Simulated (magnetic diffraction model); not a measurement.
# Magnetic neutron pattern of CoAsPb

Space group P6_3/mmc (no. 194), a = 4.2570 Å, c = 7.6100 Å.

```csv
site,atom,x,y,z
2a,Pb,0,0,0
2d,As,1/3,2/3,3/4
2c,Co,2/3,1/3,3/4
```

This is a made-up structure (elements placed in a structure type, unrelaxed), so the numbers test the method and describe no known phase.

Only Co is taken to order (form factors of Co2+); orders and moment sizes are assumed, and not adapted to the symmetry. Radiation: neutrons of λ = 2.41 Å, 5° to 100°; isotropic B of 0.34 Å² (Pb), 0.47 Å² (As) and 0.55 Å² (Co). The intensities are simulated: I ∝ L Σ (|F_N|² + |F_M⊥|²) for unpolarised neutrons, with F_M = 2.695 fm/μB × Σ f(s) S exp(2πi Q·r) exp(−B s²) at Q = H ± k (one set where k and −k are equivalent), only the part normal to Q counting and L = 1/(sin²θ cos θ). For collinear order S is the moment m, which repeats by lattice and centring translations R with the sign exp(−2πi k·R). Form factors are spin-only for 3d ions and dipole or tabulated for f ions, scattering lengths are Sears's of 1992, and absorption is left out. A label names one of the reflections at its angle. The strongest nuclear line in the range is 100, and lines under 0.2 are left out.

Assume the order k = (0 0 0), collinear moments along [100], 1.46 μB on Co; signs + at (2/3, 1/3, 3/4), − at (1/3, 2/3, 1/4).

Q: Where does magnetic intensity appear, and how strong is it?

```tsv
2θ (°)	index	nuclear	magnetic
18.22	(0 0 1)	0.0	9.3
38.16	(1 0 0)	11.4	2.0
42.59	(1 0 1)	9.8	1.2
54.14	(1 0 2)	100.0	2.4
56.72	(0 0 3)	0.0	0.6
68.96	(1 1 0)	60.2	0.0
70.43	(1 0 3)	4.3	0.4
72.01	(1 1 1)	0.0	1.0
78.60	(0 0 4)	16.9	0.0
81.64	(2 0 0)	3.5	0.2
84.54	(2 0 1)	3.4	0.1
90.92	(1 0 4)	6.3	0.6
93.17	(2 0 2)	48.7	0.4
95.30	(1 1 3)	0.0	0.6
```

The strongest magnetic line in the range is (0 0 1) at 18.22° (9.3). On top of the Lorentz factor, which all lines share, magnetic lines fade with angle because f falls: for Co2+ it is 0.91, 0.71, 0.49 and 0.18 at sin θ/λ = 0.1, 0.2, 0.3 and 0.5 Å⁻¹, while nuclear lengths stay constant. The order has no net moment.

[Logs are printed without paths, hosts, clocks, repeated set-up lines and the standing remarks that a program may print on its own settings, such as how far it seeks lower states.]
